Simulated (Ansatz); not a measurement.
# NaF (Villiaumite, Fm-3m): from the cell to its phonons, part 3 of 3

The cell of NaF (Villiaumite, Fm-3m) is at rest. What are its phonons? After the zone centre comes a 4×4×4 q mesh on a 8×8×8 k mesh.

Ansatz 0.2.0; DFT PBEsol, scalar-relativistic, plane waves, PAW.

So far, highest frequency on the path or at a solved wavevector (cm⁻¹): step 3 (response at finite wavevector) 400.

**4. The same by displaced supercells**

Finite displacements in a 2×2×2 supercell give force constants from forces alone. They are exact at the wavevectors that the supercell holds, where they check the linear-response result.

Input file input.yaml:

```yaml
crystal:
  lattice:
    - [0.0, 2.3145907857, 2.3145907857]
    - [2.3145907857, 0.0, 2.3145907857]
    - [2.3145907857, 2.3145907857, 0.0]
  atoms:
    - { symbol: Na, position: [0.0, 0.0, 0.0] }
    - { symbol: F, position: [0.5, 0.5, 0.5] }
kpoints:
  mp_grid: { grid: [8, 8, 8] }
hamiltonian:
  xc: pbesol
scf:
  occupations: { method: fixed }
output:
  eigenvalues: true
phonons:
  method: fd
  supercell: [2, 2, 2]
  temperatures: { t_max: 1000, t_step: 50 }
  qpath:
    path:
      - [[0.0, 0.0, 0.0], [0.5, 0.0, 0.5], [0.625, 0.25, 0.625]]
      - [[0.375, 0.375, 0.75], [0.0, 0.0, 0.0], [0.5, 0.5, 0.5], [0.5, 0.25, 0.75], [0.5, 0.0, 0.5]]
    npoints: 10
  non_analytic_term:
    high_frequency_dielectric_tensor: [[1.895, 0.0, 0.0], [0.0, 1.895, 0.0], [0.0, 0.0, 1.895]]
    born_effective_charges:
      - { species: Na, tensor: [[1.0121, 0.0, 0.0], [0.0, 1.0121, 0.0], [0.0, 0.0, 1.0121]] }
      - { species: F, tensor: [[-1.0121, 0.0, 0.0], [0.0, -1.0121, 0.0], [0.0, 0.0, -1.0121]] }
    source: "zone-centre run at this cell"
```

Run with:

```console
ansatz run input.yaml --threads 4 --pin off --max-ram 7168MiB --backend cpu --events-out ev --progress --plain --runs-dir out
```

Numbers of over 12 decimals in the logs are rounded to 6 here.

The log of the run:

```text
[...]
Crystal: 16 atoms, lattice volume = 198.400 Å³
Basis set: ecut = 420 eV, 3839 PW (Γ), exchange–correlation on 90×90×90 points (8 copies of the dense FFT grid, shifted against one another)
Bands: 80, of which v1, the nominal top of the filled ones, is band 64 counted from 1 (63 counted from 0)
Symmetry: 384 space group operations
k-points: 8 of 64
[...]
SCF iter   1: F=—  HF=-18231.379427 eV  |F-HF|=—  |Δ(HF+E_count)|=         —  Δρ=1.02e-7  dr2=1.33e-11  ethr=1.00e-12  ⟨swp⟩=3.0  Hψ=1567  notcnv=0
[...]
SCF iter   2: F=-18231.379427 eV  HF=-18231.379427 eV  |F-HF|=0.00e0  |Δ(HF+E_count)|=  7.28e-12  Δρ=2.76e-8  dr2=5.01e-13  ethr=1.00e-12  ⟨swp⟩=3.0  Hψ=1696  notcnv=0
SCF 1 converged in 2 iterations: F = -18231.379427 eV  dr2 = 5.01e-13
[...]
Symmetry: 8 space group operations
k-points: 13 of 64 (time reversal used)
iter 1 solved again at ethr=1.50e-8 eV; its pass at ethr=3.10e-3 eV (dr2=1.91e-5 eV) is discarded
SCF iter   1: F=—  HF=-18231.379276 eV  |F-HF|=—  |Δ(HF+E_count)|=         —  Δρ=1.84e-4  dr2=4.24e-5  ethr=1.50e-8  ⟨swp⟩=3.0  Hψ=3717  notcnv=0  defer=116
eigensolver tolerance schedule calibrated: the retry pair's looser diagonalisation under-reported the residual by θ = 0.55 (0.10/decade); ethr = c·dr2/N_el runs at the constant in force after the calibration composes with the one it found (an armed cap, an earlier calibration), c = 9.4e-2
SCF iter   2: F=—  HF=-18231.379269 eV  |F-HF|=—  |Δ(HF+E_count)|=   6.78e-6  Δρ=9.48e-5  dr2=1.22e-5  ethr=1.50e-8  ⟨swp⟩=2.1  Hψ=1631  notcnv=0  defer=116
[...]
SCF iter   8: F=-18231.379415 eV  HF=-18231.379415 eV  |F-HF|=0.00e0  |Δ(HF+E_count)|=  4.00e-11  Δρ=7.09e-8  dr2=5.49e-12  ethr=1.00e-12  ⟨swp⟩=5.0  Hψ=3900  notcnv=0
SCF 2 converged in 8 iterations: F = -18231.379415 eV  dr2 = 5.49e-12
[...]
SCF iter   8: F=-18231.379416 eV  HF=-18231.379416 eV  |F-HF|=3.64e-12  |Δ(HF+E_count)|=  1.46e-11  Δρ=2.35e-8  dr2=5.89e-13  ethr=1.00e-12  ⟨swp⟩=4.8  Hψ=3648  notcnv=0
SCF 3 converged in 8 iterations: F = -18231.379416 eV  dr2 = 5.89e-13
[...]
SCF converged after 2 iterations
Free energy (F): -18231.379427 eV
[...]
Internal energy: -18231.379427 eV  (E = F + TS)
E sigma→0 (E₀):  -18231.379427 eV
Fermi energy:    0.949744 eV
[...]
--- Band table (eV; the first three rows and the last of 8) ---
  k-point 0: bands = [... 60 lower, 0.6919, 0.9497, 0.9497, 0.9497, 7.1479, 11.5895, 11.5895, 11.5895, ... 12 higher]
  k-point 1: bands = [... 60 lower, 0.7288, 0.7288, 0.9114, 0.9114, 7.6980, 10.5742, 11.7853, 11.7853, ... 12 higher]
  k-point 2: bands = [... 60 lower, 0.8195, 0.8195, 0.8195, 0.8195, 9.0182, 9.0182, 12.3001, 12.3001, ... 12 higher]
  k-point 7: bands = [... 60 lower, 0.7343, 0.7343, 0.7343, 0.7343, 10.0407, 10.0407, 10.0407, 10.0407, ... 12 higher]
--- Phonons: 2 displaced members + reference (amplitude 0.0025 Å, Σ member SCF iterations 16) ---
  symmetry images taken by strict's conditions (phonons.symmetry_images: auto; settled by no image being taken that strict refuses)
  ASR residual: 2.344e-4 → 0.000e0 eV/Å²; symmetrization residual: 3.975e-5 eV/Å²
  largest component of a force at the reference: 1.7e-28 eV/Å
  ASR residual per site (eV/Å²): 2.34e-4 1.37e-5
  Γ frequencies (cm⁻¹): 0.00 0.00 0.00 239.34 239.34 239.34
[...]
```

Run time: 8.7 s. Hardware: 4 threads of Arm Neoverse V1, shared host; peak memory 0.65 GiB; 32 s of CPU time.

This step gave:

```
atoms in the supercell               : 16
sum-rule residual before enforcement : 2.34e-4 eV/Å²
```

Interpolated from a 2×2×2 supercell, rough between the solved points, with the LO-TO term (at Γ the limit along the path; where Γ stands inside the path, tables give the limit on arrival). Phonon branches along the path, in cm⁻¹:

| point | branch 1 | branch 2 | branch 3 | branch 4 | branch 5 | branch 6 |
| --- | --- | --- | --- | --- | --- | --- |
| Γ | 0 | 0 | 0 | 239 | 239 | 400 |
| halfway | 103 | 103 | 193 | 248 | 248 | 340 |
| X | 141 | 141 | 252 | 254 | 254 | 281 |
| halfway | 144 | 163 | 247 | 249 | 255 | 277 |
| U | 152 | 211 | 228 | 235 | 257 | 270 |
| jump to K | 152 | 211 | 228 | 235 | 257 | 270 |
| halfway | 122 | 137 | 190 | 208 | 251 | 353 |
| Γ | 0 | 0 | 0 | 239 | 239 | 400 |
| halfway | 107 | 107 | 168 | 226 | 226 | 376 |
| L | 173 | 173 | 195 | 195 | 296 | 302 |
| halfway | 171 | 181 | 221 | 229 | 270 | 280 |
| W | 203 | 205 | 205 | 222 | 265 | 265 |
| halfway | 162 | 166 | 241 | 244 | 257 | 274 |
| X | 141 | 141 | 252 | 254 | 254 | 281 |

The phonon branches as a text plot (rows in cm⁻¹):

```
    392 |***                        ********
    375 |   *                    ***        *
    359 |    **                 *            **
    342 |      *                               *
    325 |       *              *                *
    309 |                    **                  **
    292 |        ***                             *****
    275 |           ******* *                   *    ****   *****
    259 |        ****************              *       **********
    242 |*********     ******    **********                 ***
    225 |       *        *** **  ****      ****      ********
    209 |                ****  **             **   ***   ***
    192 |      *            *****            *  ***    *** **
    175 |               *    **             *   *********   **
    159 |    **        *  ***  * *             *              *
    142 |         ********     **          *  *                **
    125 |   *    *              * **         *
    108 |      **                *        * *
     92 |  * **                  ****      *
     75 |   *                     **     *
     58 |                           *     *
     42 | **                        **  **
     25 | *                          *  *
      8 |*                            **
         Γ           X  U|K            Γ         L        W     X
```

Tetrahedra on a 24×24×24 mesh, mean over bins of 5 cm-1. Interpolated from a 2×2×2 supercell, rough between the solved points. Phonon density of states against wavenumber; read off at these points:

| wavenumber (cm⁻¹) | phonon density of states (1/cm⁻¹/cell) |
| --- | --- |
| 2 | 0 |
| 12 | 4.0e-5 |
| 22 | 2.3e-4 |
| 32 | 4.6e-4 |
| 48 | 0.00105 |
| 58 | 0.0016 |
| 68 | 0.00229 |
| 78 | 0.00313 |
| 88 | 0.00423 |
| 98 | 0.00556 |
| 112 | 0.00833 |
| 122 | 0.0109 |
| 132 | 0.0150 |
| 142 | 0.0241 |
| 152 | 0.0267 |
| 162 | 0.0303 |
| 168 | 0.0366 |
| 178 | 0.0245 |
| 188 | 0.0183 |
| 198 | 0.0308 |
| 208 | 0.0333 |
| 218 | 0.0365 |
| 228 | 0.0372 |
| 242 | 0.0562 |
| 248 | 0.0575 |
| 252 | 0.0447 |
| 258 | 0.0529 |
| 262 | 0.0301 |
| 272 | 0.0231 |
| 282 | 0.0141 |
| 292 | 0.0101 |
| 308 | 0.00855 |
| 318 | 0.00749 |
| 328 | 0.00669 |
| 338 | 0.00597 |
| 348 | 0.00531 |
| 358 | 0.00466 |
| 372 | 0.00366 |
| 382 | 0.00286 |
| 392 | 0.00186 |
| 402 | 0 |

At Γ the two methods differ by at most 0.0 cm⁻¹.

**5. Outcome**

```json
{
 "space group (within 0.01 Å)": "Fm-3m",
 "volume per atom": "12.4 Å³",
 "gap on the k-mesh": "6.20 eV",
 "highest optical mode at the zone centre (no LO-TO term)": "239 cm⁻¹",
 "top of the zone-centre spectrum with the field": "400 cm⁻¹",
 "lowest optical zone-centre mode": "239 cm⁻¹",
 "mean high-frequency dielectric constant": "1.90",
 "mean static dielectric constant": "5.31",
 "largest Born charge (third of the trace)": "1.01 e",
 "lowest mode on the q mesh (acoustic modes at Γ apart)": "100 cm⁻¹",
 "highest frequency on the path or at a solved wavevector": "400 cm⁻¹",
 "zero-point energy per atom": "40.6 meV",
 "heat capacity at 300 K": "22.7 J/(mol atoms K)",
 "vibrational entropy at 300 K": "26.2 J/(mol atoms K)",
 "Debye temperature (second moment)": "422 K",
 "imaginary modes on the 4×4×4 q mesh": "none"
}
```

In words: The structure is a minimum as far as tested: no mode is imaginary at the 8 irreducible wavevectors of the 4×4×4 mesh, and the softest away from the acoustic zeros lies at 100 cm⁻¹. Without the field, the optical modes at Γ form one degenerate level at 239 cm⁻¹. With the macroscopic field of the longitudinal modes the top of the zone-centre spectrum lies at 400 cm⁻¹, against 239 cm⁻¹ without it. Lattice motion raises the mean dielectric constant from 1.895 to 5.306. The strongest infrared line is at 239 cm⁻¹. Finite displacements and linear response differ by 0.0 cm⁻¹ in the highest zone-centre mode. These are harmonic frequencies at zero temperature: anharmonic shifts, linewidths and thermal expansion are left out.

[Logs are printed without paths, hosts, clocks, repeated set-up lines and the standing remarks that a program may print on its own settings, such as how far it seeks lower states.]

[Hosts, paths, dates, database ids (printed as entryN), source tags and the programs' standing remarks are cut or masked in the printed files.]
